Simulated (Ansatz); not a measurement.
# InSe (R3m): band gap by G0W0 on r2SCAN

Aim: the quasiparticle gap of InSe (R3m), starting from r2SCAN.

Main program and level: Ansatz 0.2.0; r2SCAN, then G0W0 on it, plane waves, PAW.

The database entry behind the starting cell differs from later determinations by our own check (c about 1.5 % long), so it need not match the best structure at ambient conditions.

### Step 1. The structure

It takes space group R3m (No. 160, trigonal). Conventional cell: a = 4.000 Å, b = 4.000 Å, c = 25.320 Å, α = 90.00°, β = 90.00°, γ = 120.00°. Nearest to In lie 3 Se at 2.64 Å and 1 In at 2.82 Å. Nearest to In lie 3 Se at 2.63 Å and 1 In at 2.82 Å. Se has 3 In at 2.64 Å nearest. Nearest to Se lie 3 In at 2.63 Å. Farther neighbours and most contacts between anions are not listed.

The cell and positions come from the Crystallography Open Database and are kept as given unless a step says otherwise. The default PAW set here is soft_2. Its files were made with PBE.

### Step 2. The r2SCAN band structure

Levels along a band path and on the mesh show where this functional puts the band edges.

This step: DFT, r2SCAN, plane waves, PAW.

File input.yaml:

```yaml
crystal:
  lattice:
    - [2.0, 1.1547005384, 8.44]
    - [-2.0, 1.1547005384, 8.44]
    - [0.0, -2.3094010768, 8.44]
  atoms:
    - { symbol: In, position: [0.0, 0.0, 0.0] }
    - { symbol: In, position: [0.1114, 0.1114, 0.1114] }
    - { symbol: Se, position: [0.6165, 0.6165, 0.6165] }
    - { symbol: Se, position: [0.8281, 0.8281, 0.8281] }
kpoints:
  mp_grid: { grid: [6, 6, 6] }
  band_path:
    path:
      - [[0.0, 0.0, 0.0], [-0.5, -0.5, -0.5], [-0.5, -0.17914517, -0.82085483]]
      - [[-0.17914517, 0.17914517, -0.5], [0.0, 0.0, -0.5], [0.0, 0.0, 0.0], [0.0, 0.33957259, -0.33957259]]
      - [[-0.33957259, 0.0, -0.66042741], [-0.5, 0.0, -0.5], [0.0, 0.0, 0.0]]
    npoints: 10
hamiltonian:
  xc: r2scan
scf:
  occupations: { method: fermi_dirac, width: 0.02 }
  n_extra_bands: 5
output:
  eigenvalues: true
  write_density: true
  write_potential: true
  elf: true
  volumetric_format: npy
```

The run is started by

```console
$ ansatz run input.yaml --threads 3 --pin off --max-ram 92160MiB --backend cuda --events-out ev --progress --plain --runs-dir out --devices 1 --max-vram 13GiB  # rebuilt from the run's record
```

Numbers of over 12 decimals in the logs are rounded to 6 here.

Log:

```text
basis.fft_grid_basis auto: the FFT boxes are laid along the combinations [[1, -1, 0], [0, 1, 0], [0, -1, 1]] of the cell's own vectors, 4.000, 8.750 and 4.000 Å long. The dense box has 30×64×30 points. Along the cell's own vectors, as sized, it would have 64×64×64, 4.55 times as many. Of the 6 symmetry operations that the crystal satisfies within crystal.symmetry.tolerance (time reversal apart; of a slab, those that  [...]
scf.n_extra_bands = 5 over 29 filled bands (N_el = 58.0): the run solves 34 bands
GPUs: using 1 of 1 available (devices: 1).
Engine: ansatz 0.2.0, x86_64-unknown-linux-gnu
Pseudopotentials: kind: paw
Pseudopotential: In, paw, valence charge 13, recommended cutoff 500 eV (meta_gga), In.paw.azcp
Pseudopotential: Se, paw, valence charge 16, recommended cutoff 500 eV (meta_gga), Se.paw.azcp
Functional definition: r2SCAN
  parameter k0 = 0.174
  parameter k1 = 0.065
  parameter a1 = 4.9479
  exchange = r2scan_x(k0 = k0, k1 = k1, a1 = a1)
  correlation = r2scan_c
device memory: the entry about to start is reckoned to put 2.7 GiB on a device that reports 34.6 GiB free (of which the cap on the GPU budget leaves the run 13.0 GiB)
GPU FFT provider: cuFFT
GPU libraries: cuBLAS 13.8.2, cuFFT 12.4.0, cuSOLVER 12.3.4
Crystal: 4 atoms, lattice volume = 116.948 Å³
Basis set: ecut = 500 eV, 2965 PW (Γ), FFT grids on a1−a2, a2, −a2+a3, exchange–correlation on 120×256×120 points (64 copies of the dense FFT grid, shifted against one another)
Bands: 34, of which v1, the nominal top of the filled ones, is band 29 counted from 1 (28 counted from 0)
Symmetry: 6 space group operations
Space group: R3m (ITA 160), of the structure as read, at distance tolerance 4.9e-5 Å
k-points: 32 of 216 (time reversal used)
Non-local potential: In, projectors of the file, l = 0: 2, l = 1: 2, l = 2: 2, l = 3: 2
Non-local potential: Se, projectors of the file, l = 0: 2, l = 1: 2, l = 2: 3, l = 3: 1
PAW form: soft (Blöchl's): semilocal exchange-correlation on the pseudo side does not see the compensation charge
PAW frozen core: In, regenerated for the run's functional (the file was generated under x = pbe(κ = 0.804, μ = 0.219515), c = pbe(β = 0.066725))
PAW frozen core: Se, regenerated for the run's functional (the file was generated under x = pbe(κ = 0.804, μ = 0.219515), c = pbe(β = 0.066725))
PAW one-centre angular grid: In, 590 points (default); XC on 289 of its mesh's 2783 points in the sphere
PAW one-centre angular grid: Se, 590 points (default); XC on 160 Gauss nodes
Initial density: superposition of atomic densities (neutral atoms: chi_scale 0, normalization atom), corrected by the library's trained network
Initial wavefunctions: pseudopotential atomic-orbital guess
GPU buffer pool allocated for 57600 grid points (all kernels)
GPU transforms: local potential and band sums: pruned to the plane-wave sphere, on 30×64×30
Functional: x = r2scan, c = r2scan; τ floored in thin density (d = 2e-4 eV/Å³)
SCF iter   1: F=—  HF=-22182.573568 eV  |F-HF|=—  |Δ(HF+E_count)|=         —  Δρ=5.84e-3  dr2=3.03e-2  dr2_τ=1.59e-2  ethr=1.77e-3  ⟨swp⟩=7.1  Hψ=4961  notcnv=0
preconditioner: auto → Resta (q_TF=auto, 2.427 Å⁻¹)  ε∞=3.2  [insulator: Δε(μ)=0.846 eV  Ē_g=14.315 eV  σ=0.020 eV  W_gap=1.00  n_scr=30 (ndim 8)  ℏωp=21.2 eV  f_vac=0.086  D(μ)=0.00/eV (n_scr^D=0)  ε∞_Penn≈3.2]
SCF iter   2: F=—  HF=-22182.587753 eV  |F-HF|=—  |Δ(HF+E_count)|=   1.42e-2  Δρ=2.57e-3  dr2=5.53e-3  dr2_τ=2.02e-4  ethr=5.22e-5  ⟨swp⟩=3.1  Hψ=2275  notcnv=0
SCF iter   3: F=—  HF=-22182.587977 eV  |F-HF|=—  |Δ(HF+E_count)|=   2.25e-4  Δρ=6.32e-4  dr2=4.33e-4  dr2_τ=1.45e-5  ethr=9.53e-6  ⟨swp⟩=2.0  Hψ=1856  notcnv=0
SCF iter   4: F=—  HF=-22182.588137 eV  |F-HF|=—  |Δ(HF+E_count)|=   1.60e-4  Δρ=1.85e-4  dr2=4.38e-5  dr2_τ=1.53e-6  ethr=7.46e-7  ⟨swp⟩=2.0  Hψ=1978  notcnv=0
SCF iter   5: F=—  HF=-22182.588157 eV  |F-HF|=—  |Δ(HF+E_count)|=   2.01e-5  Δρ=5.26e-5  dr2=5.43e-6  dr2_τ=1.14e-7  ethr=7.54e-8  ⟨swp⟩=2.0  Hψ=1956  notcnv=0
SCF iter   6: F=—  HF=-22182.588158 eV  |F-HF|=—  |Δ(HF+E_count)|=   1.69e-6  Δρ=1.71e-5  dr2=7.04e-7  dr2_τ=1.49e-8  ethr=9.36e-9  ⟨swp⟩=2.0  Hψ=1312  notcnv=0
SCF iter   7: F=-22182.588159 eV  HF=-22182.588159 eV  |F-HF|=2.01e-8  |Δ(HF+E_count)|=   2.80e-7  Δρ=4.93e-6  dr2=3.80e-8  dr2_τ=3.11e-9  ethr=1.72e-10  ⟨swp⟩=4.1  Hψ=3272  notcnv=0
SCF 1 converged in 7 iterations: F = -22182.588159 eV  dr2 = 3.80e-8
  greatest PAW one-centre occupation: 1.000 electrons in one spin orbital (limit 2), on the Se atom at site 3 (counted from 0), in its partial waves of l = 2
device memory: the entry about to start is reckoned to put 2.3 GiB on a device that reports 31.5 GiB free (of which the cap on the GPU budget leaves the run 13.0 GiB)
NSCF: frozen V_eff on 73 k-points
SCF converged after 7 iterations
Free energy (F): -22182.588159 eV
Harris-Foulkes:  -22182.588159 eV  (|F-HF|=2.01e-8)
Internal energy: -22182.588159 eV  (E = F + TS)
E sigma→0 (E₀):  -22182.588159 eV
Fermi energy:    7.483713 eV
--- Per-component energies (eV) ---
  E_band       = -954.988851
  E_kinetic    = 723.359166
  E_local      = -7923.649321  (includes V_loc(G=0)·N_el)
  E_nonlocal   = -454.860343
  E_hartree    = 3656.146385
  E_xc         = -598.072547
  E_vxc        = -424.260801  (∫ρ·V_xc dr)
  E_paw        = -12219.708830  (= ΣΔE_a)
  E_vpaw       = -213.019458  (= ΣTr[D̂ρ^β])
  E_aug_tail   = -0.000403  (compensation charges beyond the density's cutoff)
  E_vtau       = 25.152276  (kinetic-family band-sum trace: ∫τ·v_τ [+ j·A + Jᵃ·Aᵃ] dr)
  E_ewald      = -5364.203816
  E_core_change = -1.598449  (= ΣΔE_core)
  E_smearing   = -0.000000  (= −TS)
  E_closure    = -0.000000  (closes the sum)
  Σ components = -22182.588159   (vs F -22182.588159, Δ=0.00e0)
--- Band table (eV; the first three rows and the last of 32) ---
  k-point 0: bands = [... 25 lower, 5.6815, 5.6815, 5.7746, 5.7746, 9.1061, 9.6370, 11.7993, 11.7993, ... 1 higher]
  k-point 1: bands = [... 25 lower, 5.1352, 5.3546, 5.4886, 5.9777, 9.5446, 10.1889, 11.2051, 12.0308, ... 1 higher]
  k-point 2: bands = [... 25 lower, 4.8392, 4.8743, 4.9640, 5.8225, 8.8927, 9.4367, 11.2040, 11.6920, ... 1 higher]
  k-point 31: bands = [... 25 lower, 5.6113, 5.8510, 5.8510, 7.0503, 7.9172, 9.6821, 11.7170, 11.7170, ... 1 higher]
```

Run time: 6.8 s. Hardware: 1 × NVIDIA H100 80GB HBM3 (shared by 6 runs) with 3 threads of AMD EPYC 7R13 (Zen 3), shared host; peak memory 1.1 GiB; 7.6 s of CPU time.

This step gave:

| Quantity | Value |
| --- | --- |
| filled bands | 29 |
| gap | 0.8669 eV |
| valence top at | T |
| conduction bottom at | T |
| least direct gap | 0.8669 eV |

Over mesh and path the gap is 0.867 eV, direct, at k = (-0.500, -0.500, -0.500).

The electronic bands at the labelled points (eV, zero at the top of the highest nominally filled band):

```
     point  band 26  band 27  band 28  band 29  band 30  band 31  band 32  band 33
         Γ    -1.37    -1.37    -1.28    -1.28     2.06     2.59     4.75     4.75
   halfway    -1.41    -1.23    -1.23    -0.83     1.58     2.62     4.71     4.71
         T    -1.44    -1.20    -1.20     0.00     0.87     2.63     4.67     4.67
   halfway    -2.99    -2.50    -2.16    -0.69     2.75     3.03     4.44     4.85
        H2    -3.77    -2.60    -2.31    -1.81     1.96     2.78     3.71     4.79
jump to H0    -3.77    -2.60    -2.31    -1.81     1.96     2.78     3.71     4.79
   halfway    -3.40    -3.00    -2.18    -1.60     2.17     2.65     3.75     4.72
         L    -2.43    -2.43    -2.33    -1.72     1.50     2.30     4.01     4.37
   halfway    -2.10    -1.97    -1.83    -1.03     2.36     2.55     4.46     4.68
         Γ    -1.37    -1.37    -1.28    -1.28     2.06     2.59     4.75     4.75
   halfway    -2.48    -2.44    -1.91    -1.01     2.53     2.83     3.91     4.98
        S0    -3.79    -2.64    -2.29    -1.78     2.00     2.70     3.74     4.76
jump to S2    -3.79    -2.64    -2.29    -1.78     2.00     2.70     3.74     4.76
   halfway    -2.99    -2.67    -2.55    -1.63     2.00     2.38     4.05     4.58
         F    -2.72    -2.59    -2.14    -1.55     1.51     2.26     3.67     3.99
   halfway    -2.26    -2.06    -1.73    -0.82     2.18     2.55     4.52     4.78
         Γ    -1.37    -1.37    -1.28    -1.28     2.06     2.59     4.75     4.75
```

Electrostatic potential energy in the ac plane of the conventional cell at fractional y = 0.000, with atoms of In and Se within 0.2 Å of it. With pseudopotentials it is smooth inside the atoms' cores, unlike the true potential.

Ten even steps from '_' (-28 eV) to '@' (12 eV), each cell a mean:
```
..::--**%%@@@@@@@@%%##++--..
++**##%%@@@@@@@@@@@@%%%%##**
______==##%%@@@@@@%%##::____
====**%%%%%%%%%%%%%%%%##++==
@@@@@@@@@@@@@@@@@@@@@@@@@@@@
@@@@@@@@@@@@@@@@@@@@@@@@@@@@
@@@@@@@@@@@@%%%%%%@@@@@@@@@@
@@@@@@@@%%%%####%%%%@@@@@@@@
@@@@@@@@@@%%%%%%%%%%@@@@@@@@
@@@@@@@@@@@@@@@@@@@@@@@@@@@@
@@@@@@@@%%%%####%%%%%%@@@@@@
@@@@@@@@@@%%%%%%%%%%@@@@@@@@
@@@@@@@@@@@@@@@@@@@@@@@@@@@@
%%%%@@@@@@@@@@@@@@@@@@@@%%%%
**++==**%%@@@@@@@@@@%%====**
******%%%%%%%%%%%%%%%%##****
@@@@@@@@@@%%%%%%%%%%@@@@@@@@
@@@@@@@@@@@@@@@@@@@@@@@@@@@@
%%%%@@@@%%%%####%%%%%%@@%%%%
**++==**%%%%%%%%%%%%##++==++
******%%@@@@@@@@@@@@@@##****
@@@@@@@@@@@@@@@@@@@@@@@@@@@@
%%%%@@@@@@@@%%%%%%@@@@@@%%%%
__..::++%%%%@@@@@@%%##==..__
```
Columns run along a (4.0 Å; values clipped at the 3rd and 97th percentile), rows up along c (25.3 Å), edges of the conventional cell, whose origin can differ from the input's. Atoms in or near the plane, at fractional coordinates: In at (0.00, 0.00), In at (0.00, 0.89), Se at (0.00, 0.38), Se at (0.00, 0.17).

Valence density in the ac plane of the conventional cell at fractional y = 0.000, with atoms of In and Se within 0.2 Å of it. It is the smooth field of the valence electrons, not physical close to the nuclei.

Ten steps, logarithmic in the rise over the least value, from '0' (0 e/Å³) to '9' (21 e/Å³), each cell a mean:
```
65421000001346
32210000000123
87521000011367
43211111111134
00000011100000
00000000000000
00001111110000
00001122111000
00000011100000
00000000000000
00000111110000
00001122211000
00000011100000
21100000000111
98521000012369
64321111111235
00000011100000
00000000000000
11111111111111
98521100112369
65311000001246
00000000000000
00001111111000
76421111111357
```
Columns run along a (4.0 Å), rows up along c (25.3 Å), edges of the conventional cell, whose origin can differ from the input's. Atoms in or near the plane, at fractional coordinates: In at (0.00, 0.00), In at (0.00, 0.89), Se at (0.00, 0.38), Se at (0.00, 0.17).

(Continued in part 2 of 2.)

[Paths, hosts, dates, memory and timing lines, banners, echoed tables and standing remarks are left out of the program output.]

[Logs are printed without paths, hosts, clocks, repeated set-up lines and the standing remarks that a program may print on its own settings, such as how far it seeks lower states.]

[Runs of the session that timed out or met a known fault of the program may be left out.]

[Cells called generated may have been cut or substituted from an entry of the Crystallography Open Database or the Materials Project.]

[Hosts, paths, dates, database ids (printed as entryN), source tags and the programs' standing remarks are cut or masked in the printed files.]

[Where an RPA ε∞ is given, it is that of the G0W0 mesh and is not shown converged in it. Names of k-points follow the symmetry that the program found, which can be lower than the space group named. Band edges on a path are those of the sampled points; other points can move an edge, and change direct to indirect where valleys lie close.]

[Hybrid gaps are those of their k-mesh and are not shown converged in it.]
